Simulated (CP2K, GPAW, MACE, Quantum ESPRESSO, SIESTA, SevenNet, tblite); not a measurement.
**Codes compared on glassy 58SiO2-42ZnO (mol %) (67 atoms)**

How near do other programs and methods come to a plane-wave reference for glassy 58SiO2-42ZnO (mol %) (67 atoms)? A plane-wave run serves as the reference.

Main program and level: Quantum ESPRESSO 7.5; Kohn-Sham DFT, PBE, SSSP efficiency 1.3.0 pseudopotentials, plane waves.

## 1. The structure

The cell holds 67 atoms: 15 Si, 11 Zn and 41 O. Cell: a = 9.780 Å, b = 9.780 Å, c = 9.780 Å, α = 90.0°, β = 90.0°, γ = 90.0°. 67 atoms (15 Si, 11 Zn, 41 O) placed at random at 3.12 g/cm³, melted at 4000 K for 10 ps at fixed volume with the Morse and Coulomb pair potential with partial charges (Pedone, Malavasi, Menziani, Cormack and Segre, J. Phys. Chem. B 110, 11780 (2006)). Quenched from 4000 K to 300 K at 500 K/ps and fixed volume, held 10 ps at zero pressure. Then every atom was moved at random, 0.02 Å r.m.s. a Cartesian component.

## 2. The reference run

Input file pw.in:

```
&control
  calculation = 'scf'
  pseudo_dir = './pseudo'
  outdir = './tmp'
  disk_io = 'none'
  tprnfor = .true.
  tstress = .true.
/
&system
  ibrav = 0
  nat = 67
  ntyp = 3
  ecutwfc = 60
  ecutrho = 480
  nosym = .true.
  occupations = 'smearing'
  smearing = 'fd'
  degauss = 0.003675
/
&electrons
  conv_thr = 3.4e-07
  electron_maxstep = 100
  mixing_beta = 0.4
  mixing_mode = 'plain'
  diagonalization = 'david'
/
ATOMIC_SPECIES
Si 28.085 Si.upf
Zn 65.380 Zn.upf
O 15.999 O.upf
CELL_PARAMETERS angstrom
9.78013 0.00000 0.00000
0.00000 9.78013 0.00000
0.00000 0.00000 9.78013
ATOMIC_POSITIONS crystal
Si 0.18540 0.67857 0.08660
Si 0.12743 0.95783 0.56893
Si 0.06351 0.16571 0.33709
Si 0.82775 0.09208 0.15199
Si 0.48445 0.26196 0.90910
Si 0.67441 0.35243 0.15331
Si 0.96047 0.33945 0.79556
Si 0.43375 0.29847 0.36759
Si 0.43817 0.84487 0.13340
Si 0.00260 0.73149 0.34913
Si 0.50100 0.54927 0.81110
Si 0.25435 0.10599 0.08454
[... 51 atom lines left out ...]
O 0.53237 0.88263 0.99765
O 0.08875 0.27257 0.86204
O 0.07773 0.73197 0.20849
O 0.35682 0.20835 0.01326
K_POINTS gamma
```

Started as:

```console
$ OMP_NUM_THREADS=1 mpirun -np 4 pw.x -in pw.in > output.txt
```

The program printed:

```text
Program PWSCF
     gamma-point specific algorithms are used
     one sub-group per band group will be used
     scalapack distributed-memory algorithm (size of sub-group:  2*  2 procs)
     Parallelization info
     sticks:   dense  smooth     PW     G-vecs:    dense   smooth      PW
     Min        3264    1630    403               280216    99098   12375
     Max        3268    1632    406               280220    99104   12382
     Sum       13061    6525   1617              1120869   396407   49509
     bravais-lattice index     =            0
     lattice parameter (alat)  =      18.4818  a.u.
     unit-cell volume          =    6312.9229 (a.u.)^3
     number of atoms/cell      =           67
     number of atomic types    =            3
     number of electrons       =       526.00
[... lines left out ...]
     scf convergence threshold =      3.4E-07
[... lines left out ...]
     number of k points=     1  Fermi-Dirac smearing, width (Ry)=  0.0037
[... lines left out ...]
     total energy              =   -6956.83814639 Ry
[... lines left out ...]
     total energy              =   -6961.13147511 Ry
[... lines left out ...]
     total energy              =   -6961.20039052 Ry
[... lines left out ...]
     total energy              =   -6961.21885557 Ry
[... lines left out ...]
     total energy              =   -6961.21886028 Ry
[... lines left out ...]
   -74.7350 -74.7203 -74.6951 -74.6644 -74.6347 -74.4893 -74.3905 -74.3679
   -74.3546 -74.3414 -74.2863 -74.2771 -74.2500 -74.1403 -74.0866 -74.0660
   -73.6639 -73.6212 -73.6204 -73.6121 -73.6082 -73.6065 -73.5809 -73.5218
[...]
12.1841  12.2739  12.3025  12.3656  12.4147  12.5648  12.5908  12.7119
    12.8106  12.8200  12.9091  13.0303  13.0830  13.1284  13.2210  13.2394
    13.3341  13.3742  13.4067  13.4856
     the Fermi energy is     5.2866 ev
!    total energy              =   -6961.21886060 Ry
     estimated scf accuracy    <       0.00000009 Ry
     smearing contrib. (-TS)   =      -0.00000000 Ry
     internal energy E=F+TS    =   -6961.21886060 Ry
     The total energy is F=E-TS. E is the sum of the following terms:
     one-electron contribution =   -6826.04534542 Ry
     hartree contribution      =    3616.84374756 Ry
     xc contribution           =    -869.13733572 Ry
     ewald contribution        =   -2493.31678067 Ry
     one-center paw contrib.   =    -389.56314635 Ry
     convergence has been achieved in  11 iterations
     Forces acting on atoms (cartesian axes, Ry/au):
     atom    1 type  1   force =    -0.23690841   -0.13495372   -0.01999163
     atom    2 type  1   force =     0.07317442   -0.08574058   -0.14890310
     atom    3 type  1   force =    -0.03554259   -0.19666637   -0.09067119
[...]
atom   66 type  3   force =     0.07917278   -0.01707849   -0.13796305
     atom   67 type  3   force =     0.05642462    0.07575743   -0.04360361
     Total force =     0.958149     Total SCF correction =     0.001330
     Computing stress (Cartesian axis) and pressure
          total   stress  (Ry/bohr**3)                   (kbar)     P=       46.51
   0.00043415  -0.00011903   0.00001398           63.87      -17.51        2.06
  -0.00011903   0.00015435  -0.00022566          -17.51       22.71      -33.20
   0.00001398  -0.00022566   0.00036001            2.06      -33.20       52.96
     Message from routine punch:
     Nothing written, as per user request (disk_io='none')
```

Wall time 3.5 min (4 MPI ranks of Arm Neoverse N1, shared host); peak memory 2.8 GiB.

Banners, paths, timers and routine set-up lines are dropped from the logs unmarked, and long logs keep their key lines alone; longer cuts are marked.

Numbers from this run:

* r.m.s. force component: 1.738 eV/Å
* longest force: 7.029 eV/Å
* pressure: 4.651 GPa
* gap (highest filled to lowest empty level): 2.243 eV

## 3. What was run beside it

The programs:
- CP2K 2026.2: Gaussian basis with GTH pseudopotentials and a plane-wave density; labels give functional, basis (MOLOPT sets; SR short-range, UZH the newer set with its own potentials), grid cutoff/relative cutoff and solver (OT: orbital transformation; TRS4, TC2, SIGN: linear-scaling purification with its sparsity filter), or its built-in tight binding.
- GPAW 26.7.0: PAW with atomic orbitals (LCAO), plane waves or a real-space grid of spacing h.
- MACE: machine-learned potential, published weights.
- Quantum ESPRESSO 7.5: plane waves; labels (QE) give functional, pseudopotential set and cutoffs of waves/density.
- SIESTA 5.4.2: numerical atomic orbitals, whose automatically made sets are far from complete, with PseudoDojo norm-conserving potentials that we converted to its format (checked against plane waves on the same files for H, C, O, Si, Ge and Ca alone); labels give functional, basis size, energy shift and mesh cutoff.
- SevenNet: machine-learned potential, published weights.
- tblite 0.8.0: extended tight binding, driven from Python.

All use the same cell and atoms; the electronic-structure runs use the same k-mesh, and an electronic temperature of 580 K (0.05 eV) where levels are smeared.

Differences are against the plane-wave reference, forces as r.m.s. over components; share is that over the reference's r.m.s. force, slope the least-squares factor from reference forces to these. Total energies of different programs have different zeros and aren't compared.

```tsv
run	Δ force, r.m.s. (meV/Å)	share (%)	slope	Δ pressure (GPa)	Δ gap (eV)	cores	CPU time	memory (GiB)
reference	-	-	-	-	-	4	14 min	2.8
CP2K PBE+rVV10L, DZVP-MOLOPT-SR, 800/50 Ry, OT CG	109	6.25	0.975	-0.677	-0.0673	2	64 min	6.3
CP2K PBE, DZVP-MOLOPT-SR, 1120/50 Ry, OT CG	119	6.84	0.970	0.0737	-0.0125	2	23 min	3.0
CP2K PBE, DZVP-MOLOPT-SR, 800/50 Ry, diagonalisation	119	6.87	0.970	0.0717	-0.0126	4	7.7 min	6.0
CP2K PBE, DZVP-MOLOPT-SR, 800/70 Ry, OT CG	119	6.87	0.970	0.0717	-0.0125	4	31 min	3.5
CP2K PBE, SZV-MOLOPT-SR, 800/50 Ry, OT CG (coarse)	1276	73.5	1.399	17.1	-0.077	2	13 min	2.1
CP2K PBE, SZV-MOLOPT-SR, 800/50 Ry, TRS4 filter 1e-03, SCF 1e-04 (coarse)	1251	72.0	1.383	18.8	-	2	82 s	2.1
CP2K PBE, SZV-MOLOPT-SR, 800/50 Ry, TRS4 filter 1e-05, SCF 1e-06 (coarse)	1268	73.0	1.396	17.1	-	2	2.7 min	2.1
CP2K PBE, SZV-MOLOPT-SR, 800/50 Ry, TRS4 filter 1e-07, SCF 1e-07 (coarse)	1274	73.3	1.398	17.1	-	2	4.4 min	2.1
GPAW PBE, LCAO dzp, h 0.18 Å	338	19.4	1.116	-	-0.0966	1	3.9 min	1.4
GPAW PBE, LCAO dzp, h 0.18 Å, other mixer settings	338	19.5	1.117	-	-0.0969	1	4.8 min	1.4
GPAW PBE, LCAO sz(dzp), h 0.18 Å (coarse)	1231	70.8	1.346	-	-0.359	1	88 s	1.2
GPAW PBE, LCAO szp(dzp), h 0.18 Å (coarse)	340	19.6	1.090	-	-0.150	1	2.7 min	1.4
GPAW revPBE, LCAO dzp, h 0.18 Å	333	19.1	1.118	-	0.0029	1	3.9 min	1.5
MACE MP-0b3 medium potential	101	5.81	0.970	0.136	-	1	15 s	0.91
MACE MPA-0 medium potential	82.4	4.74	0.988	0.368	-	1	13 s	0.94
QE PBE, sg15-1.2, 60/240 Ry (coarse)	52.4	3.02	0.983	-13.0	0.0299	2	7.9 min	1.1
SIESTA PBE, DZ, shift 0.01 Ry, mesh 500 Ry (coarse)	1110	63.9	1.338	7.94	-0.0972	2	3.3 min	1.2
SIESTA PBE, DZP, shift 0.005 Ry, mesh 500 Ry	203	11.7	1.052	1.74	0.127	2	9.6 min	2.1
SIESTA PBE, DZP, shift 0.01 Ry, mesh 500 Ry	242	13.9	1.063	0.552	0.244	2	6.8 min	1.7
SevenNet l3i5 potential	67.9	3.91	0.982	0.0078	-	1	16 s	1.2
tblite GFN1-xTB	728	41.9	0.741	5.08	-	1	5.2 s	0.11
```

Rows marked coarse were listed beforehand as settings not expected to be converged; some can still land near the reference.

Times of the machine-learned potentials are mostly Python's start and the loading of weights.

CPU time is summed over cores on a shared host, where runs went side by side, so it is rough. Symmetry, cutoffs, thresholds, outputs and thread counts weren't matched or tuned between programs; memory under MPI is the largest rank's times the ranks.

Mean charges by element (e), by run and scheme:

```tsv
run	scheme	Si	Zn	O
CP2K PBE+rVV10L, DZVP-MOLOPT-SR, 800/50 Ry, OT CG	Mulliken	+0.78	+0.77	-0.49
CP2K PBE+rVV10L, DZVP-MOLOPT-SR, 800/50 Ry, OT CG	Hirshfeld	+0.47	+0.52	-0.31
CP2K PBE, DZVP-MOLOPT-SR, 1120/50 Ry, OT CG	Mulliken	+0.80	+0.80	-0.50
CP2K PBE, DZVP-MOLOPT-SR, 1120/50 Ry, OT CG	Hirshfeld	+0.47	+0.53	-0.31
CP2K PBE, DZVP-MOLOPT-SR, 800/50 Ry, diagonalisation	Mulliken	+0.80	+0.80	-0.50
CP2K PBE, DZVP-MOLOPT-SR, 800/50 Ry, diagonalisation	Hirshfeld	+0.47	+0.53	-0.31
CP2K PBE, DZVP-MOLOPT-SR, 800/70 Ry, OT CG	Mulliken	+0.80	+0.80	-0.50
CP2K PBE, DZVP-MOLOPT-SR, 800/70 Ry, OT CG	Hirshfeld	+0.47	+0.53	-0.31
SIESTA PBE, DZP, shift 0.005 Ry, mesh 500 Ry	Hirshfeld	+0.33	+0.82	-0.34
SIESTA PBE, DZP, shift 0.01 Ry, mesh 500 Ry	Hirshfeld	+0.29	+0.82	-0.33
tblite GFN1-xTB	Mulliken	+0.40	+0.58	-0.30
```

Within one program, basis, potentials and functional, energies share a zero. Each run against its twin at the usual cutoff or grid and solver:

```tsv
run	twin	Δ energy (meV/atom)	Δ force, r.m.s. (meV/Å)	CPU time over the twin's
CP2K PBE, DZVP-MOLOPT-SR, 1120/50 Ry, OT CG	DZVP-MOLOPT-SR, 800/50 Ry, diagonalisation	-0.0299	9.62	2.9 (this twin ran on 4 cores)
CP2K PBE, DZVP-MOLOPT-SR, 800/70 Ry, OT CG	DZVP-MOLOPT-SR, 800/50 Ry, diagonalisation	-3.0e-4	0.039	4.0
CP2K PBE, SZV-MOLOPT-SR, 800/50 Ry, TRS4 filter 1e-03, SCF 1e-04	SZV-MOLOPT-SR, 800/50 Ry, OT CG	59.0	134	0.10
CP2K PBE, SZV-MOLOPT-SR, 800/50 Ry, TRS4 filter 1e-05, SCF 1e-06	SZV-MOLOPT-SR, 800/50 Ry, OT CG	0.496	27.2	0.20
CP2K PBE, SZV-MOLOPT-SR, 800/50 Ry, TRS4 filter 1e-07, SCF 1e-07	SZV-MOLOPT-SR, 800/50 Ry, OT CG	0.0296	8.16	0.33
GPAW PBE, LCAO dzp, h 0.18 Å, other mixer settings	LCAO dzp, h 0.18 Å	-1.0e-4	2.16	1.2
```

## 4. Outcome

| Property | Result |
| --- | --- |
| reference r.m.s. force component | 1.74 eV/Å |
| nearest in forces | QE PBE, sg15-1.2, 60/240 Ry (coarse), 3.0 % |
| farthest in forces | a tie at 73 % of 3 runs: CP2K PBE, SZV-MOLOPT-SR, 800/50 Ry, OT CG (coarse); CP2K PBE, SZV-MOLOPT-SR, 800/50 Ry, TRS4 filter 1e-05, SCF 1e-06 (coarse); CP2K PBE, SZV-MOLOPT-SR, 800/50 Ry, TRS4 filter 1e-07, SCF 1e-07 (coarse) |
| cheapest electronic-structure run beside the reference | tblite GFN1-xTB, 5.2 s of CPU time |

The PBE runs in local orbitals, coarse settings apart, differ by 6.8 % (CP2K PBE, DZVP-MOLOPT-SR, 1120/50 Ry, OT CG) to 19 % (GPAW PBE, LCAO dzp, h 0.18 Å, other mixer settings); basis, grid and potentials can all enter. Tight binding differs by 42 % (tblite GFN1-xTB); it is another model, with fitted parameters of its own, and the xTB methods hold dispersion. Machine-learned potentials differ by 3.9 % (SevenNet l3i5 potential) to 5.8 % (MACE MP-0b3 medium potential); they were trained on other programs' data. Rows with another functional or a dispersion term differ by 6.2 % (CP2K PBE+rVV10L, DZVP-MOLOPT-SR, 800/50 Ry, OT CG) to 19 % (GPAW revPBE, LCAO dzp, h 0.18 Å), which mixes the change of model with differences of basis and potentials. CP2K PBE, SZV-MOLOPT-SR, 800/50 Ry, OT CG needed 72 SCF steps, so its time overstates the method's usual cost. Runs with settings chosen to be coarse differ by 3.0 % (QE PBE, sg15-1.2, 60/240 Ry) to 73 % (CP2K PBE, SZV-MOLOPT-SR, 800/50 Ry, OT CG), their programs' other errors included. Of the electronic-structure runs that take under half the reference's CPU time, SIESTA PBE, DZP, shift 0.01 Ry, mesh 500 Ry comes nearest, at 14 % in 6.8 min against 14 min. GPAW PBE, LCAO dzp, h 0.18 Å, other mixer settings stiffens the forces by a factor of 1.12 while following their directions (correlation 0.990); the slopes of the 5 GPAW runs lie between 1.09 and 1.35; the difference isn't even, but is largest on one element. At the same functional, gaps differ from the reference's 2.24 eV by between -0.36 and +0.24 eV. In pressure, CP2K PBE, SZV-MOLOPT-SR, 800/50 Ry, TRS4 filter 1e-03, SCF 1e-04 misses by +18.8 GPa, at the same functional. Charges hang on model, scheme and program or settings: among these rows the mean for Si runs from +0.29 to +0.80 e. With TRS4, tightening the sparsity filter from 1e-03 to 1e-07, and the SCF threshold with it, takes the force difference from the cubic solver from 134 to 8.2 meV/Å, and the CPU time from 0.10 to 0.33 times the cubic solver's. In the reference: filled and empty levels are parted by 2.24 eV (on the run's k-points); a semilocal functional tends to put such gaps too low. In a disordered cell it changes from sample to sample, and tail or defect levels can set it. Periodic xTB results under one method name differ between programs and library versions. The potentials hold different valence shells: 526 electrons in the reference, 438 in GPAW and 438 in CP2K with SZV-MOLOPT-SR; this bears on time and differences. The reference's pressure holds the uncorrected Pulay stress of its 60 Ry basis, so small pressure differences, and their order, may be the reference's own error. Machine-learned potentials mimic data converged in k, so the reference's own k-point error enters their differences. The quench rate of 500 K/ps is many orders above laboratory rates, so the cell is likely richer in defects and strain than a real sample. The network of bonds at the start is that of the classical potential that made the cell, and needn't be the one that DFT or experiment would give. The reference's stress is far from hydrostatic: its diagonal is 6.4, 2.3, 5.3 GPa, compression counted positive. The electronic-structure runs sample only Γ, in a cell whose shortest periodic width is 10 Å.

[Also dropped from logs without a mark: logging warnings of Python, and SIESTA's first energy breakdown and zero terms.]

[Logs are printed without paths, hosts, clocks, repeated set-up lines and the standing remarks that a program may print on its own settings, such as how far it seeks lower states.]

[Hosts, paths, dates, database ids (printed as entryN), source tags and the programs' standing remarks are cut or masked in the printed files.]
